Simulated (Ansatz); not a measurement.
**Tc of LuAs (Fm-3m) from its phonons**

Wanted: λ, ω_log and Tc of LuAs (Fm-3m). The cell shown first is a relaxed one, from steps not shown here.

Main program and level: Ansatz 0.2.0; DFT PBEsol, scalar-relativistic, plane waves, PAW.

## 1. The cell after earlier relaxation steps

It takes space group Fm-3m (No. 225, cubic). Conventional cell: a = 5.610 Å, b = 5.610 Å, c = 5.610 Å, α = 90.00°, β = 90.00°, γ = 90.00°. Lu has 6 As at 2.80 Å nearest. Nearest to As lie 6 Lu at 2.80 Å. Farther neighbours are not listed.

## 2. Electron–phonon run: q 2×2×2, k 8×8×8, scattering 12×12×12

The run that gives the couplings also evaluates McMillan's and Allen and Dynes's formulas and, where asked, the Eliashberg equations, over a range of μ*.

Contents of input.yaml:

```yaml
crystal:
  lattice:
    - [0.0, 2.8047991491, 2.8047991491]
    - [2.8047991491, 0.0, 2.8047991491]
    - [2.8047991491, 2.8047991491, 0.0]
  atoms:
    - { symbol: Lu, position: [0.5, 0.5, 0.5] }
    - { symbol: As, position: [0.0, 0.0, 0.0] }
kpoints:
  mp_grid: { grid: [8, 8, 8] }
hamiltonian:
  xc: pbesol
scf:
  occupations: { method: methfessel_paxton, width: 0.2 }
output:
  eigenvalues: true
phonons:
  method: dfpt
  qmesh: [2, 2, 2]
  temperatures: { t_max: 1000, t_step: 50 }
  qpath:
    path:
      - [[0.0, 0.0, 0.0], [0.5, 0.0, 0.5], [0.625, 0.25, 0.625]]
      - [[0.375, 0.375, 0.75], [0.0, 0.0, 0.0], [0.5, 0.5, 0.5], [0.5, 0.25, 0.75], [0.5, 0.0, 0.5]]
    npoints: 10
  electrical_resistivity:
    mesh: [12, 12, 12]
    temperatures: [20.0, 50.0, 80.0, 100.0, 150.0, 200.0, 273.0, 300.0, 400.0, 500.0, 600.0, 800.0]
  superconductivity: { mesh: [12, 12, 12] }
```

Run with:

```sh
> ansatz run input.yaml --threads 4 --pin off --max-ram 10240MiB --backend cpu --events-out ev --progress --plain --runs-dir out
```

Numbers of over 12 decimals in the logs are rounded to 6 here.

What it wrote:

```text
Engine: ansatz 0.2.0, aarch64-unknown-linux-gnu
Pseudopotentials: kind: paw
Pseudopotential: Lu, paw, valence charge 25, recommended cutoff 420 eV (normal), Lu.paw.azcp
Pseudopotential: As, paw, valence charge 15, recommended cutoff 420 eV (normal), As.paw.azcp
Functional definition: PBEsol
  exchange = pbesol_x
  correlation = pbesol_c
Crystal: 2 atoms, lattice volume = 44.130 Å³
Basis set: ecut = 420 eV, 869 PW (Γ), exchange–correlation on 54×54×54 points (8 copies of the dense FFT grid, shifted against one another)
Bands: 24, of which v1, the nominal top of the filled ones, is band 20 counted from 1 (19 counted from 0)
Symmetry: 48 space group operations
k-points: 29 of 512
Non-local potential: Lu, projectors of the file, l = 0: 3, l = 1: 2, l = 2: 2, l = 3: 3
Non-local potential: As, projectors of the file, l = 0: 2, l = 1: 2, l = 2: 3, l = 3: 1
PAW form: soft (Blöchl's): semilocal exchange-correlation on the pseudo side does not see the compensation charge
PAW frozen core: Lu, regenerated for the run's functional, and the local potential with it (the file was generated under x = pbe(κ = 0.804, μ = 0.219515), c = pbe(β = 0.066725))
PAW frozen core: As, regenerated for the run's functional, and the local potential with it (the file was generated under x = pbe(κ = 0.804, μ = 0.219515), c = pbe(β = 0.066725))
PAW one-centre angular grid: Lu, 590 points (default); XC on 64 Gauss nodes
PAW one-centre angular grid: As, 590 points (default); XC on 64 Gauss nodes
Initial density: superposition of atomic densities (neutral atoms: chi_scale 0, normalization atom), corrected by the library's trained network
Initial wavefunctions: pseudopotential atomic-orbital guess
Functional: x = pbesol(κ = 0.804, μ = 0.123457), c = pbesol(β = 0.046)
SCF iter   1: F=—  HF=-19427.444262 eV  |F-HF|=—  |Δ(HF+E_count)|=         —  Δρ=1.56e-3  dr2=9.74e-4  ethr=1.77e-3  ⟨swp⟩=5.4  Hψ=3276  notcnv=0
preconditioner: auto → none  [insulator: Δε(μ)=0.271 eV  Ē_g=19.575 eV  σ=0.200 eV  W_gap=0.62  n_scr=14 (ndim 8)  ℏωp=34.5 eV  f_vac=0.000  D(μ)=0.26/eV (n_scr^D=0)  ε∞_Penn≈4.1]
SCF iter   2: F=—  HF=-19427.441781 eV  |F-HF|=—  |Δ(HF+E_count)|=   2.48e-3  S|Δr|=    0.00e0  Δρ=8.01e-4  dr2=1.02e-4  ethr=2.44e-6  ⟨swp⟩=3.4  Hψ=2173  notcnv=0
SCF iter   3: F=—  HF=-19427.441728 eV  |F-HF|=—  |Δ(HF+E_count)|=   5.36e-5  S|Δr|=    0.00e0  Δρ=4.64e-4  dr2=5.22e-5  ethr=2.54e-7  ⟨swp⟩=3.1  Hψ=1579  notcnv=0
SCF iter   4: F=—  HF=-19427.441728 eV  |F-HF|=—  |Δ(HF+E_count)|=   4.77e-7  S|Δr|=    0.00e0  Δρ=2.25e-4  dr2=1.26e-5  ethr=1.30e-7  ⟨swp⟩=2.4  Hψ=1428  notcnv=0
SCF iter   5: F=—  HF=-19427.441730 eV  |F-HF|=—  |Δ(HF+E_count)|=   1.27e-6  S|Δr|=    0.00e0  Δρ=5.45e-5  dr2=5.54e-7  ethr=3.15e-8  ⟨swp⟩=2.2  Hψ=1156  notcnv=0
SCF iter   6: F=—  HF=-19427.441730 eV  |F-HF|=—  |Δ(HF+E_count)|=   8.75e-7  S|Δr|=    0.00e0  Δρ=8.47e-6  dr2=1.48e-8  ethr=1.38e-9  ⟨swp⟩=2.3  Hψ=1274  notcnv=0
SCF iter   7: F=—  HF=-19427.441730 eV  |F-HF|=—  |Δ(HF+E_count)|=   3.18e-9  S|Δr|=    0.00e0  Δρ=1.01e-6  dr2=1.89e-10  ethr=3.71e-11  ⟨swp⟩=2.8  Hψ=1400  notcnv=0
SCF iter   8: F=—  HF=-19427.441730 eV  |F-HF|=—  |Δ(HF+E_count)|=  6.91e-11  S|Δr|=    0.00e0  Δρ=1.75e-7  dr2=3.91e-12  ethr=1.00e-12  ⟨swp⟩=7.6  Hψ=5544  notcnv=0
SCF iter   9: F=-19427.441730 eV  HF=-19427.441730 eV  |F-HF|=0.00e0  |Δ(HF+E_count)|=  7.28e-12  S|Δr|=    0.00e0  Δρ=4.52e-8  dr2=3.32e-13  ethr=1.00e-12  ⟨swp⟩=6.5  Hψ=3793  notcnv=0
SCF 1 converged in 9 iterations: F = -19427.441730 eV  dr2 = 3.32e-13
  greatest PAW one-centre occupation: 0.999 electrons in one spin orbital (limit 2), on the As atom at site 1 (counted from 0), in its partial waves of l = 2
Initial density: read from a saved state, or passed on in memory by an earlier SCF of this step, an earlier step, the calling program or the single point that the run made first
iter 1 solved again at ethr=1.98e-9 eV; its pass at ethr=3.10e-3 eV (dr2=7.94e-7 eV) is discarded
[...]
eigensolver tolerance schedule: the retry pair's looser diagonalisation over-reported the residual by 168438.57 of it (diagonalisation noise at 0.12 of the residual, at the tolerance the schedule requests for it); recorded, not acted on — ethr = c·dr2/N_el stays at c = 1.0e-1
preconditioner: auto → none  [insulator: Δε(μ)=0.283 eV  Ē_g=12.967 eV  σ=0.200 eV  W_gap=0.61  n_scr=14 (ndim 8)  ℏωp=29.6 eV  f_vac=0.000  D(μ)=0.27/eV (n_scr^D=0)  ε∞_Penn≈6.2]
SCF iter   2: F=-19427.441730 eV  HF=-19427.441730 eV  |F-HF|=3.64e-12  |Δ(HF+E_count)|=   2.60e-6  S|Δr|=    0.00e0  Δρ=8.91e-8  dr2=1.80e-12  ethr=1.00e-12  ⟨swp⟩=8.8  Hψ=4282  notcnv=0
SCF 2 converged in 2 iterations: F = -19427.441730 eV  dr2 = 1.80e-12
phonons: the bands overlap, so this run is a metal and interpolates without the dipole-dipole term. If the crystal is really an insulator or semiconductor, its LO-TO splitting is missing
NSCF: frozen V_eff on 29 k-points
NSCF: frozen V_eff on 59 k-points
DFPT response loops at q = (0, 0, 0) (fractional): preconditioner auto → Kerker (q_TF=auto, 2.684 Å⁻¹) (partly filled bands, converged f_vac=0.000); β = 1.00, the filter's whole step (`scf.mixing.beta` (0.50) is not read by the response loops under this deck's `scf.mixing.preconditioner`; to damp them name `kerker` or `kerker_dos`, under which they read `scf.mixing.beta`, and type it under 1.00, their step now; both keys bind the ground state too); Broyden in place of MSR1
NSCF: frozen V_eff on 300 k-points
DFPT response loops at q = (0, 0, -0.5) (fractional): mixed as the last ones told, above
NSCF: frozen V_eff on 190 k-points
DFPT response loops at q = (0, -0.5, -0.5) (fractional): mixed as the last ones told, above
SCF iter   1: F=—  HF=-19427.444262 eV  |F-HF|=—  |Δ(HF+E_count)|=         —  Δρ=1.56e-3  dr2=9.74e-4  ethr=1.77e-3  ⟨swp⟩=5.4  Hψ=3276  notcnv=0
SCF iter   2: F=—  HF=-19427.441781 eV  |F-HF|=—  |Δ(HF+E_count)|=   2.48e-3  S|Δr|=    0.00e0  Δρ=8.01e-4  dr2=1.02e-4  ethr=2.44e-6  ⟨swp⟩=3.4  Hψ=2173  notcnv=0
SCF iter   3: F=—  HF=-19427.441728 eV  |F-HF|=—  |Δ(HF+E_count)|=   5.36e-5  S|Δr|=    0.00e0  Δρ=4.64e-4  dr2=5.22e-5  ethr=2.54e-7  ⟨swp⟩=3.1  Hψ=1579  notcnv=0
SCF iter   4: F=—  HF=-19427.441728 eV  |F-HF|=—  |Δ(HF+E_count)|=   4.77e-7  S|Δr|=    0.00e0  Δρ=2.25e-4  dr2=1.26e-5  ethr=1.30e-7  ⟨swp⟩=2.4  Hψ=1428  notcnv=0
SCF iter   5: F=—  HF=-19427.441730 eV  |F-HF|=—  |Δ(HF+E_count)|=   1.27e-6  S|Δr|=    0.00e0  Δρ=5.45e-5  dr2=5.54e-7  ethr=3.15e-8  ⟨swp⟩=2.2  Hψ=1156  notcnv=0
SCF iter   6: F=—  HF=-19427.441730 eV  |F-HF|=—  |Δ(HF+E_count)|=   8.75e-7  S|Δr|=    0.00e0  Δρ=8.47e-6  dr2=1.48e-8  ethr=1.38e-9  ⟨swp⟩=2.3  Hψ=1274  notcnv=0
[...]
interpolated dispersion: 62 rows × 6 modes
  density of states and harmonic sums: on the 20×20×20 q-mesh, interpolated from the force constants of a 2×2×2 supercell (no non-analytic term)
  largest difference from the sums on the solved wave vectors: F 7.81e-2 eV, S 1.10e-4 and C_V 3.23e-5 eV/K
  zero-point energy: 0.050967 eV/cell   skipped modes (ω ≤ 0): 3   left out of the sums: 6.25e-5 of the cell's modes: C_V's classical limit lies that fraction below 3 k_B per atom; for a crystal, a wire or a layer, F and S can be off by more, and a phonons.interpolated_qmesh denser along its periods is the remedy for the sampling
--- Electrical resistivity: potentials and phonons of a 2×2×2 supercell ---
  scattering by harmonic phonons alone, with no dipole-dipole term; scattering by other electrons, impurities, surfaces and spin disorder is left out, and so is spin–orbit coupling
  the resistivity is that of a variational response, whose dependence on the energy is improved iteratively
  at the Fermi level of each mesh (of a tensor a third of its trace):
           mesh   spin    states/(eV spin)  plasma energy (eV)         λ      λ_tr    ħω_log (meV)
       12×12×12                     0.1072              2.6763    0.1055    0.1126          17.863
          6×6×6                     0.1399              2.2335    0.1258    0.1279          19.080
          3×3×3                     0.1821              1.9473    0.1062    0.1150          18.256
  resistivity on the deck's mesh, µΩ·cm:
     T (K)       trace/3  mesh converged            xx            yy            zz    lowest order   relaxation time
     20.00     3.6058e-2              no     3.6058e-2     3.6058e-2     3.6059e-2       5.7691e-2         4.6039e-2
     50.00     6.3895e-1              no     6.3895e-1     6.3895e-1     6.3896e-1       8.8593e-1         6.4211e-1
     80.00      2.3187e0              no      2.3187e0      2.3187e0      2.3187e0        2.7475e0          2.2336e0
    100.00      3.7712e0              no      3.7711e0      3.7711e0      3.7712e0        4.1953e0          3.6027e0
    150.00      7.5055e0              no      7.5055e0      7.5055e0      7.5055e0        7.8379e0          7.1266e0
    200.00      1.1050e1              no      1.1050e1      1.1050e1      1.1050e1        1.1348e1          1.0482e1
    273.00      1.5980e1              no      1.5980e1      1.5980e1      1.5980e1        1.6300e1          1.5158e1
    300.00      1.7763e1              no      1.7763e1      1.7763e1      1.7763e1        1.8102e1          1.6850e1
    400.00      2.4264e1              no      2.4264e1      2.4264e1      2.4264e1        2.4701e1          2.3023e1
    500.00      3.0682e1              no      3.0682e1      3.0682e1      3.0682e1        3.1246e1          2.9116e1
    600.00      3.7046e1              no      3.7046e1      3.7046e1      3.7046e1        3.7762e1          3.5156e1
    800.00      4.9627e1              no      4.9627e1      4.9627e1      4.9627e1        5.0711e1          4.7078e1
  mean free path at 20 K (of a tensor a third of its trace): 17412 nm by what each carries, 14787 by the Fermi surface alone
  mean free path at 50 K (of a tensor a third of its trace): 1076 nm by what each carries, 834 by the Fermi surface alone
  mean free path at 80 K (of a tensor a third of its trace): 280 nm by what each carries, 230 by the Fermi surface alone
  mean free path at 100 K (of a tensor a third of its trace): 166 nm by what each carries, 141 by the Fermi surface alone
  mean free path at 150 K (of a tensor a third of its trace): 79.2 nm by what each carries, 71.0 by the Fermi surface alone
  mean free path at 200 K (of a tensor a third of its trace): 52.7 nm by what each carries, 48.3 by the Fermi surface alone
  mean free path at 273 K (of a tensor a third of its trace): 36.1 nm by what each carries, 33.4 by the Fermi surface alone
  mean free path at 300 K (of a tensor a third of its trace): 32.3 nm by what each carries, 30.0 by the Fermi surface alone
  mean free path at 400 K (of a tensor a third of its trace): 23.5 nm by what each carries, 22.0 by the Fermi surface alone
  mean free path at 500 K (of a tensor a third of its trace): 18.5 nm by what each carries, 17.4 by the Fermi surface alone
  mean free path at 600 K (of a tensor a third of its trace): 15.2 nm by what each carries, 14.4 by the Fermi surface alone
  mean free path at 800 K (of a tensor a third of its trace): 11.2 nm by what each carries, 10.7 by the Fermi surface alone
  the resistivity times a path that all electrons share, by the Fermi surface of the deck's mesh alone (a third of the trace): 5.332e-15 Ω·m²
  not converged in the mesh (λ; λ_tr; the resistivity at 20 K by 10.88 %; the resistivity at 50 K by 46.39 %; the resistivity at 80 K by 56.61 %; the resistivity at 100 K by 58.80 %; the resistivity at 150 K by 61.00 %; the resistivity at 200 K by 61.56 %; the resistivity at 273 K by 61.29 %; the resistivity at 300 K by 61.02 %; the resistivity at 400 K by 59.62 %; the resistivity at 500 K by 57.86 %; the resistivity [...]
  vibrations of 8 cells: unjudged by the run; compare a larger repeat
  the changes of the potential over all sites missed a rigid shift's by 0.00 % (the site terms' by 0.03 %)
  at the force constants' own smearing the fine mesh and the k-points of their solves give squared frequencies that differ by 2.3 % of the larger at the most, at (0, -0.5, -0.5)
--- Superconductivity: potentials and phonons of a 2×2×2 supercell ---
           mesh         λ    ħω_log (meV)  μ* declared at (meV)
       12×12×12    0.1055          17.863               20.251
          6×6×6    0.1258          19.080               20.777
          3×3×3    0.1062          18.256               19.408
  λ by the species' shares of the modes' patterns: Lu 0.0356, As 0.0700
  with the Fermi level up to 25.6 meV (the hardest mode) off, states and modes as they are: density of states 0.1069 to 0.1085 /eV of one spin and cell, λ 0.1043 to 0.1075
  transition temperature on the deck's mesh (K), isotropic and anisotropic, restricted to the Fermi surface (FSR) and over the full bandwidth (FBW), and the last with the density of states resolved in a narrower window:
        μ*   McMillan   Allen–Dynes      iso. FSR      iso. FBW    aniso. FSR    aniso. FBW  narrow window
      0.08      0.000         0.000    none_found    none_found    none_found    none_found     none_found
      0.10          -             -    none_found    none_found    none_found    none_found     none_found
      0.12          -             -    none_found    none_found    none_found    none_found     none_found
      0.13          -             -    none_found    none_found    none_found    none_found     none_found
      0.14          -             -    none_found    none_found    none_found    none_found     none_found
      0.16          -             -    none_found    none_found    none_found    none_found     none_found
      0.20          -             -    none_found    none_found    none_found    none_found     none_found
  none_found: no transition down to 0.1 K
  isotope coefficients −∂ln Tc/∂ln M under μ* = 0.13, the force constants as they are, of the isotropic transitions restricted to the Fermi surface and over the full bandwidth: Lu - and -, As - and -
  not converged in the mesh (λ): between neighbouring meshes, the two finest first, λ moves by 19.20 % and 15.58 % and the anisotropic transition temperature over the full bandwidth at μ* = 0.13 by nothing (neither mesh has one) and nothing (neither mesh has one); converged means that the two finest part by at most 2.00 % and 5.00 %
  vibrations of 8 cells: unjudged by the run; compare a larger repeat
  the changes of the potential over all sites missed a rigid shift's by 0.00 % (the site terms' by 0.03 %)
  at the force constants' own smearing the fine mesh and the k-points of their solves give squared frequencies that differ by 2.3 % of the larger at the most, at (0, -0.5, -0.5)
[key lines of the parts left out:]
SCF converged after 9 iterations
Free energy (F): -19427.441730 eV
Fermi energy:    13.874010 eV
```

Wall time 75 s (4 threads of Arm Neoverse V1, shared host); peak memory 1.6 GiB.

In the SCF lines HF is the Harris–Foulkes energy and dr2 the Hartree energy of the density residual, in eV; the loop may stop once dr2 is under the threshold and the program's other checks hold. Hψ counts applications of the Hamiltonian.

This step gave:

| Quantity | Value |
| --- | --- |
| volume per atom | 22.07 Å³ |
| metallic on mesh | yes |
| gap on the k-mesh | 0 eV |
| zero point energy | 0.05097 eV/cell |
| share of imaginary modes in the plain interpolation between solved wavevectors | 0 |
| highest frequency, solved or plainly interpolated | 200.5 cm⁻¹ |
| Debye temperature (second moment) | 269 K |
| resistivity at 300 K | 17.76 μΩ cm |
| coupling constant λ | 0.1055 |
| density of states at the Fermi level | 0.1072 states/eV a spin and cell |
| log mean phonon energy ħω_log | 17.86 meV |
| transport coupling constant λ_tr | 0.1126, 0.1126, 0.1126 (xx, yy, zz) |
| Drude plasma energy | 2.676, 2.676, 2.676 eV (xx, yy, zz) |
| resistivity times mean free path | 53.32, 53.32, 53.32 × 10⁻¹⁶ Ω m² (xx, yy, zz) |
| second-moment phonon energy ħω₂ | 20.25 meV |
| coupling λ by branch | 0.00634, 0.00652, 0.012, 0.0406, 0.0219, 0.0182 (branches by rank of frequency) |

An empty cell: under 1 mK by a formula, or no transition down to the floor of the Eliashberg search. Transition temperatures:

```csv
μ*,McMillan Tc (K),Allen–Dynes Tc (K)
0.08,-,-
0.1,-,-
0.12,-,-
0.13,-,-
0.14,-,-
0.16,-,-
0.2,-,-
```

[end of part 1 of 2]

[Logs are printed without paths, hosts, clocks, repeated set-up lines and the standing remarks that a program may print on its own settings, such as how far it seeks lower states.]

[Hosts, paths, dates, database ids (printed as entryN), source tags and the programs' standing remarks are cut or masked in the printed files.]
